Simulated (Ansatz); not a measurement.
# Work function of Pd(100): what the settings cost and change, part 2 of 2

How far do cutoff, k-mesh and smearing move the work function of Pd(100)?

Ansatz 0.2.0; plane-wave DFT, PBE, Ansatz PAW.

So far. Step 6 (Slab): The work function is 4.779 eV, -0.306 eV from the run “cutoff 420 eV”, at 0.090 times its CPU time.

**7. Run**

File input.yaml:

```yaml
crystal:
  lattice:
    - [2.7506453788, 0.0, 0.0]
    - [0.0, 2.7506453788, 0.0]
    - [0.0, 0.0, 29.67]
  atoms:
    - { symbol: Pd, position: [0.0, 0.0, 0.3033367037] }
    - { symbol: Pd, position: [0.5, 0.5, 0.3688911358] }
    - { symbol: Pd, position: [0.0, 0.0, 0.4344455679] }
    - { symbol: Pd, position: [0.5, 0.5, 0.5] }
    - { symbol: Pd, position: [0.0, 0.0, 0.5655544321] }
    - { symbol: Pd, position: [0.5, 0.5, 0.6311088642] }
    - { symbol: Pd, position: [0.0, 0.0, 0.6966632963] }
kpoints:
  mp_grid: { grid: [5, 5, 1] }
hamiltonian:
  xc: pbe
scf:
  occupations: { method: fermi_dirac, width: 0.1 }
  convergence: { dr2_threshold: 1.0e-09 }
efield:
  axis: 3
  dipole_correction: true
  ramp_position: 0.97
  ramp_width: 0.06
output:
  write_potential: true
  write_density: true
  volumetric_format: npy
```

Started as:

```console
> ansatz run input.yaml --threads 2 --pin off --max-ram 3072MiB --backend cpu --events-out ev --progress --plain --runs-dir out
```

Numbers of over 12 decimals in the logs are rounded to 6 here.

What it wrote:

```text
[...]
Crystal: 7 atoms, lattice volume = 224.485 Å³
Basis set: ecut = 420 eV, 4471 PW (Γ)
Bands: 76, of which v1, the nominal top of the filled ones, is band 63 counted from 1 (62 counted from 0)
Symmetry: 8 space group operations
k-points: 6 of 25
[...]
k-point 0: bands = [... 59 lower, 5.7490, 5.8759, 6.1287, 6.2796, 6.2796, 6.3112, 6.3587, 6.5908, ... 9 higher]
  k-point 1: bands = [... 59 lower, 5.3891, 5.7451, 5.8470, 6.0175, 6.1017, 6.3458, 6.4647, 6.4885, ... 9 higher]
  k-point 2: bands = [... 59 lower, 6.0592, 6.1712, 6.3135, 6.3552, 6.3904, 6.7229, 6.9835, 7.2854, ... 9 higher]
  k-point 5: bands = [... 59 lower, 6.2708, 6.3657, 6.5161, 6.6254, 8.3979, 9.5427, 10.8344, 11.6964, ... 9 higher]
[key lines of the parts left out:]
SCF converged after 12 iterations
Free energy (F): -48808.417690 eV
Fermi energy:    6.411624 eV
Dipole field:    D = 0.000000 V/Å  (p = 0.000000 e·Å, saw-weighted, corrected)
Work function:   Φ+ = 5.0701 eV   Φ− = 5.0701 eV
```

The job ended after 8.3 s (2 threads of Arm Neoverse V2, shared host; peak memory 0.47 GiB; 15 s of CPU time).

The work function is 5.070 eV, -0.016 eV from the run “cutoff 420 eV”, at 0.18 times its CPU time.

**8. Slab**

Edit input.yaml of step 7 so:

```diff
@@ -14,3 +14,3 @@
 kpoints:
-  mp_grid: { grid: [5, 5, 1] }
+  mp_grid: { grid: [10, 10, 1] }
 hamiltonian:
```

What it wrote:

```text
[...]
Crystal: 7 atoms, lattice volume = 224.485 Å³
Basis set: ecut = 420 eV, 4471 PW (Γ)
Bands: 76, of which v1, the nominal top of the filled ones, is band 63 counted from 1 (62 counted from 0)
Symmetry: 8 space group operations
k-points: 21 of 100
[...]
k-point 0: bands = [... 59 lower, 5.7426, 5.8576, 6.1126, 6.2742, 6.2742, 6.3191, 6.3533, 6.5698, ... 9 higher]
  k-point 1: bands = [... 59 lower, 5.6496, 5.8798, 5.9897, 6.0233, 6.2203, 6.2340, 6.3961, 6.4270, ... 9 higher]
  k-point 2: bands = [... 59 lower, 5.3761, 5.7419, 5.8509, 6.0078, 6.0983, 6.3336, 6.4445, 6.4741, ... 9 higher]
  k-point 20: bands = [... 59 lower, 6.6802, 6.6802, 7.0287, 7.0287, 10.2570, 10.2570, 11.5604, 11.5604, ... 9 higher]
[key lines of the parts left out:]
SCF converged after 13 iterations
Free energy (F): -48808.697898 eV
Fermi energy:    6.385690 eV
Dipole field:    D = 0.000001 V/Å  (p = 0.000001 e·Å, saw-weighted, corrected)
Work function:   Φ+ = 5.0883 eV   Φ− = 5.0884 eV
```

Run time: 23 s. Hardware: 2 threads; peak memory 0.67 GiB; 47 s of CPU time.

The work function is 5.088 eV, +0.002 eV from the run “cutoff 420 eV”, at 0.55 times its CPU time.

**9. Slab**

Edit input.yaml of step 8 so:

```diff
@@ -14,3 +14,3 @@
 kpoints:
-  mp_grid: { grid: [10, 10, 1] }
+  mp_grid: { grid: [22, 22, 1] }
 hamiltonian:
```

What it wrote:

```text
[...]
Crystal: 7 atoms, lattice volume = 224.485 Å³
Basis set: ecut = 420 eV, 4471 PW (Γ)
Bands: 76, of which v1, the nominal top of the filled ones, is band 63 counted from 1 (62 counted from 0)
Symmetry: 8 space group operations
k-points: 78 of 484
[...]
k-point 0: bands = [... 59 lower, 5.7428, 5.8589, 6.1125, 6.2754, 6.2754, 6.3203, 6.3543, 6.5709, ... 9 higher]
  k-point 1: bands = [... 59 lower, 5.7300, 5.9512, 6.0276, 6.2178, 6.2888, 6.3121, 6.3485, 6.4017, ... 9 higher]
  k-point 2: bands = [... 59 lower, 5.6940, 5.8988, 6.0237, 6.0606, 6.2379, 6.2409, 6.3362, 6.4162, ... 9 higher]
  k-point 77: bands = [... 59 lower, 6.6835, 6.6835, 7.0309, 7.0309, 10.2588, 10.2588, 11.5621, 11.5621, ... 9 higher]
[key lines of the parts left out:]
SCF converged after 13 iterations
Free energy (F): -48808.679864 eV
Fermi energy:    6.386343 eV
Dipole field:    D = -0.000001 V/Å  (p = -0.000001 e·Å, saw-weighted, corrected)
Work function:   Φ+ = 5.0865 eV   Φ− = 5.0865 eV
```

Run time: 91 s. Hardware: 2 threads; peak memory 1.4 GiB.

The work function is 5.086 eV, +0.001 eV from the run “cutoff 420 eV”, at 2.1 times its CPU time.

**10. Run**

Edit input.yaml of step 9 so:

```diff
@@ -14,3 +14,3 @@
 kpoints:
-  mp_grid: { grid: [22, 22, 1] }
+  mp_grid: { grid: [15, 15, 1] }
 hamiltonian:
@@ -18,3 +18,3 @@
 scf:
-  occupations: { method: fermi_dirac, width: 0.1 }
+  occupations: { method: gaussian, width: 0.05 }
   convergence: { dr2_threshold: 1.0e-09 }
```

What it wrote:

```text
[...]
Crystal: 7 atoms, lattice volume = 224.485 Å³
Basis set: ecut = 420 eV, 4471 PW (Γ)
Bands: 76, of which v1, the nominal top of the filled ones, is band 63 counted from 1 (62 counted from 0)
Symmetry: 8 space group operations
k-points: 36 of 225
[...]
k-point 0: bands = [... 59 lower, 5.7610, 5.8734, 6.1290, 6.2929, 6.2929, 6.3390, 6.3723, 6.5844, ... 9 higher]
  k-point 1: bands = [... 59 lower, 5.7823, 5.9830, 6.0115, 6.2378, 6.2660, 6.2804, 6.3051, 6.3964, ... 9 higher]
  k-point 2: bands = [... 59 lower, 5.5903, 5.8268, 5.8604, 5.9978, 6.1693, 6.2749, 6.4769, 6.5554, ... 9 higher]
  k-point 35: bands = [... 59 lower, 6.6361, 6.6446, 6.9627, 6.9754, 9.9965, 10.4763, 11.2592, 11.7294, ... 9 higher]
[key lines of the parts left out:]
SCF converged after 13 iterations
Free energy (F): -48808.448769 eV
Fermi energy:    6.359717 eV
Dipole field:    D = 0.000001 V/Å  (p = 0.000001 e·Å, saw-weighted, corrected)
Work function:   Φ+ = 5.0980 eV   Φ− = 5.0980 eV
```

Wall time 44 s (2 threads); peak memory 0.86 GiB; 88 s of CPU time.

The work function is 5.098 eV, +0.012 eV from the run “cutoff 420 eV”, at 1.0 times its CPU time.

**11. Slab**

Edit input.yaml of step 10 so:

```diff
@@ -18,3 +18,3 @@
 scf:
-  occupations: { method: gaussian, width: 0.05 }
+  occupations: { method: methfessel_paxton, width: 0.2 }
   convergence: { dr2_threshold: 1.0e-09 }
```

What it wrote:

```text
[...]
Crystal: 7 atoms, lattice volume = 224.485 Å³
Basis set: ecut = 420 eV, 4471 PW (Γ)
Bands: 76, of which v1, the nominal top of the filled ones, is band 63 counted from 1 (62 counted from 0)
Symmetry: 8 space group operations
k-points: 36 of 225
[...]
k-point 0: bands = [... 59 lower, 5.7496, 5.8640, 6.1171, 6.2831, 6.2831, 6.3281, 6.3617, 6.5744, ... 9 higher]
  k-point 1: bands = [... 59 lower, 5.7721, 5.9714, 6.0005, 6.2308, 6.2562, 6.2701, 6.2943, 6.3864, ... 9 higher]
  k-point 2: bands = [... 59 lower, 5.5803, 5.8192, 5.8482, 5.9859, 6.1589, 6.2655, 6.4668, 6.5452, ... 9 higher]
  k-point 35: bands = [... 59 lower, 6.6278, 6.6385, 6.9495, 6.9622, 9.9877, 10.4674, 11.2514, 11.7216, ... 9 higher]
[key lines of the parts left out:]
SCF converged after 14 iterations
Free energy (F): -48808.443625 eV
Fermi energy:    6.358071 eV
Dipole field:    D = -0.000000 V/Å  (p = -0.000000 e·Å, saw-weighted, corrected)
Work function:   Φ+ = 5.1071 eV   Φ− = 5.1071 eV
```

Run time: 45 s. Hardware: 2 threads; peak memory 0.87 GiB; 88 s of CPU time.

The work function is 5.107 eV, +0.021 eV from the run “cutoff 420 eV”, at 1.0 times its CPU time.

**12. Slab**

Edit input.yaml of step 11 so:

```diff
@@ -18,3 +18,3 @@
 scf:
-  occupations: { method: methfessel_paxton, width: 0.2 }
+  occupations: { method: fermi_dirac, width: 0.3 }
   convergence: { dr2_threshold: 1.0e-09 }
```

What it wrote:

```text
band count auto-derived: 83 (N_el = 126.0; filled up to band 63; 76 by the electrons, moments and atoms)
[...]
Crystal: 7 atoms, lattice volume = 224.485 Å³
Basis set: ecut = 420 eV, 4471 PW (Γ)
Bands: 83, of which v1, the nominal top of the filled ones, is band 63 counted from 1 (62 counted from 0)
Symmetry: 8 space group operations
k-points: 36 of 225
[...]
k-point 0: bands = [... 59 lower, 5.6884, 5.8184, 6.0720, 6.2209, 6.2209, 6.2696, 6.3068, 6.5310, ... 16 higher]
  k-point 1: bands = [... 59 lower, 5.7054, 5.9186, 5.9524, 6.1877, 6.2072, 6.2086, 6.2373, 6.3316, ... 16 higher]
  k-point 2: bands = [... 59 lower, 5.5314, 5.7669, 5.7933, 5.9358, 6.0970, 6.2032, 6.4144, 6.5032, ... 16 higher]
  k-point 35: bands = [... 59 lower, 6.5766, 6.5832, 6.9102, 6.9229, 9.9500, 10.4304, 11.2105, 11.6812, ... 16 higher]
[key lines of the parts left out:]
SCF converged after 11 iterations
Free energy (F): -48810.039758 eV
Fermi energy:    6.510121 eV
Dipole field:    D = -0.000000 V/Å  (p = -0.000000 e·Å, saw-weighted, corrected)
Work function:   Φ+ = 4.9947 eV   Φ− = 4.9947 eV
```

Elapsed: 48 s, on 2 threads; peak memory 0.93 GiB; 95 s of CPU time.

The work function is 4.995 eV, -0.091 eV from the run “cutoff 420 eV”, at 1.1 times its CPU time.

**13. Run**

Edit input.yaml of step 12 so:

```diff
@@ -18,3 +18,3 @@
 scf:
-  occupations: { method: fermi_dirac, width: 0.3 }
+  occupations: { method: cold, width: 0.1 }
   convergence: { dr2_threshold: 1.0e-09 }
```

What it wrote:

```text
[...]
Crystal: 7 atoms, lattice volume = 224.485 Å³
Basis set: ecut = 420 eV, 4471 PW (Γ)
Bands: 76, of which v1, the nominal top of the filled ones, is band 63 counted from 1 (62 counted from 0)
Symmetry: 8 space group operations
k-points: 36 of 225
[...]
k-point 0: bands = [... 59 lower, 5.7515, 5.8650, 6.1178, 6.2864, 6.2864, 6.3315, 6.3644, 6.5759, ... 9 higher]
  k-point 1: bands = [... 59 lower, 5.7751, 5.9726, 6.0018, 6.2328, 6.2583, 6.2735, 6.2975, 6.3887, ... 9 higher]
  k-point 2: bands = [... 59 lower, 5.5824, 5.8217, 5.8498, 5.9879, 6.1625, 6.2681, 6.4691, 6.5467, ... 9 higher]
  k-point 35: bands = [... 59 lower, 6.6307, 6.6422, 6.9530, 6.9656, 9.9887, 10.4684, 11.2532, 11.7233, ... 9 higher]
[key lines of the parts left out:]
SCF converged after 14 iterations
Free energy (F): -48808.430221 eV
Fermi energy:    6.352424 eV
Dipole field:    D = 0.000000 V/Å  (p = 0.000000 e·Å, saw-weighted, corrected)
Work function:   Φ+ = 5.1116 eV   Φ− = 5.1116 eV
```

The job ended after 43 s (2 threads; peak memory 0.87 GiB).

The work function is 5.112 eV, +0.026 eV from the run “cutoff 420 eV”, at 1.0 times its CPU time.

**14. Side by side**

Times are for 2 threads of Arm Neoverse V2, shared host. The series side by side:

```csv
no.,setting,"work function, upper face (eV)",time,memory (GiB)
1,cutoff 200 eV,5.827,22 s,0.46
2,cutoff 300 eV,5.096,30 s,0.62
3,cutoff 420 eV,5.086,43 s,0.87
4,cutoff 600 eV,5.085,73 s,1.3
5,mesh 3x3,4.779,3.9 s,0.45
6,mesh 5x5,5.070,8.3 s,0.47
7,mesh 10x10,5.088,23 s,0.67
8,mesh 22x22,5.086,91 s,1.4
9,Gaussian smearing 0.05 eV,5.098,44 s,0.86
10,methfessel_paxton smearing 0.2 eV,5.107,45 s,0.87
11,fermi_dirac smearing 0.3 eV,4.995,48 s,0.93
12,cold smearing 0.1 eV,5.112,43 s,0.87
```

**15. A changed input**

This step: plane-wave DFT, PBE, Ansatz PAW, but for the change named below (Ansatz 0.2.0).

An input spoilt on purpose, to show how the run answers: it repeats the earlier run “cutoff 200 eV” with magnetization to spin_polarized: true, spin_orbit: true and hamiltonian.pseudopotentials to kind: nc, and scf.max_iter set to 100; its output block differs too.

Edit input.yaml of step 13 so:

```diff
@@ -17,5 +17,7 @@
   xc: pbe
+  pseudopotentials: { kind: nc }
 scf:
-  occupations: { method: cold, width: 0.1 }
+  occupations: { method: fermi_dirac, width: 0.1 }
   convergence: { dr2_threshold: 1.0e-09 }
+  max_iter: 100
 efield:
@@ -25,2 +27,4 @@
   ramp_width: 0.06
+basis:
+  ecutwfc: "200 eV"
 output:
@@ -29 +33,4 @@
   volumetric_format: npy
+magnetization:
+  spin_polarized: true
+  spin_orbit: true
```

What it wrote:

```text
Error: 2 input errors — fix all and re-run
  1. inconsistent input (magnetization.spin_orbit, magnetization.noncollinear): true requires noncollinear: true — spin–orbit coupling acts on 2-spinor wavefunctions; set both flags
  2. inconsistent input (magnetization.spin_orbit, hamiltonian.pseudopotentials.kind): true requires a fully-relativistic hamiltonian.pseudopotentials.kind (nc_fr or paw_fr), or kind: all_electron without datasets and azcp, which then solves Dirac's equation on LAPW. paw_fr resolves this project's PAW files (source: ansatz) by j as it reads them
```

Wall time 0.01 s (2 threads); peak memory 0.06 GiB.

The program refused the input before any cycle.

The program's message: “Error: 2 input errors — fix all and re-run”

The fault put into the input: spin-orbit coupling asked of a collinear run on scalar files.

**16. What came out**

```yaml
work_function_cutoff_200_ev: 5.827 eV
work_function_cutoff_420_ev: 5.086 eV
work_function_cutoff_600_ev: 5.085 eV
work_function_mesh_3x3: 4.779 eV
```

The run at the highest cutoff gives 5.09 eV, and the settings tried spread the value from 4.78 to 5.83 eV. Against 600 eV, a cutoff of 200 eV is off by +0.741 eV. Against 600 eV, a cutoff of 420 eV is off by +0.000 eV. Against the finest mesh, 22 points along a, the coarser ones are off by -0.31 (3), -0.02 (5) and +0.00 (10) eV. The smearing schemes and widths spread it over 0.12 eV. The program marks the value as in doubt in “cutoff 200 eV”. The ladder's slabs use the tabulated experimental lattice constant (two decimals; a low-temperature value for the alkali metals). In 1 run of the series (cutoff 200 eV) the program warns that electrons reach the sawtooth's ramp, which makes dipole and work function less sure.

Comparison with the measured values:

| quantity | measured | cutoff 600 eV |
| --- | --- | --- |
| work function (clean (100) face, a compiled value) (eV) | 5.48 | 5.09 (-0.39 eV) |

Measured values from arxiv:1902.07811 (2019).

Verdict: The work function is off by -0.39 eV: a clear miss. The grades are ours: good and fair within 3 and 7 % for the work function. No cell relaxation is part of this session.

[Logs are printed without paths, hosts, clocks, repeated set-up lines and the standing remarks that a program may print on its own settings, such as how far it seeks lower states.]

[Hosts, paths, dates, database ids (printed as entryN), source tags and the programs' standing remarks are cut or masked in the printed files.]

[Maps of the electrostatic potential energy from Ansatz leave out the sawtooth potential of an applied field or a dipole correction, so their vacuum need not be flat; planar profiles and work functions include it.]
